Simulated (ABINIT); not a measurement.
# NaF (Fm-3m): how ε∞ follows the gap

The empty bands of NaF (Fm-3m) are shifted up rigidly by Δ, and ε∞ is computed for each shift.

It takes space group Fm-3m (No. 225, cubic). Conventional cell: a = 4.640 Å, b = 4.640 Å, c = 4.640 Å, α = 90.00°, β = 90.00°, γ = 90.00°. Around Na on site a lie 6 F at 2.32 Å. Around F on site b lie 6 Na at 2.32 Å.

Method: ABINIT 10.8.3, PBE, independent particles, k-mesh 12×12×12, Lorentzian half width 0.04 eV.

Launch of the response step: `optic optic.abi`. The series took 26 s in all, its band step included, on 4 threads of Arm Neoverse V2 (shared host).

| Δ (eV) | ε∞ |
| --- | --- |
| 0.00 | 1.794 |
| 0.40 | 1.771 |
| 0.80 | 1.749 |
| 1.20 | ? |
| 1.60 | 1.710 |
| 2.00 | 1.692 |

With one effective transition at E₀ and fixed dipole strength, ε∞ − 1 = A/(E₀ + Δ), so 1/(ε∞ − 1) is linear in Δ.

Working, on the rows shown:

| x = Δ (eV) | y = 1/(ε∞ − 1) |
| --- | --- |
| 0 | 1.25945 |
| 0.4 | 1.29702 |
| 0.8 | 1.33511 |
| 1.6 | 1.40845 |
| 2 | 1.44509 |

Means: x̄ = 0.96, ȳ = 1.349. Σ(x − x̄)(y − ȳ) = 0.2553, Σ(x − x̄)² = 2.752. Slope = 0.2553 / 2.752 = 0.09276; intercept = ȳ − slope · x̄ = 1.26. Turned back into ε∞, the line misses the rows shown by at most 0.00052.

Q: What does the fit predict for the withheld row, and how well does it do?

A: At x = 1.2 the line gives y = 1.3713, that is 1.729. The run gave 1.729, so the interpolation holds to the digits printed.

Refitted with all rows, the slope is 0.0928 and the intercept 1.26. These give E₀ = intercept/slope = 13.6 eV, far above the least direct gap of 6.32 eV: most of the screening comes from transitions well over the edge. Over the first step ε∞ falls by 3 % per eV. Excitons are left out and so are local fields; PBE gaps are as a rule too small. The values come from a sum over the points of one k-mesh and carry its error, which grows as the direct gap shrinks.
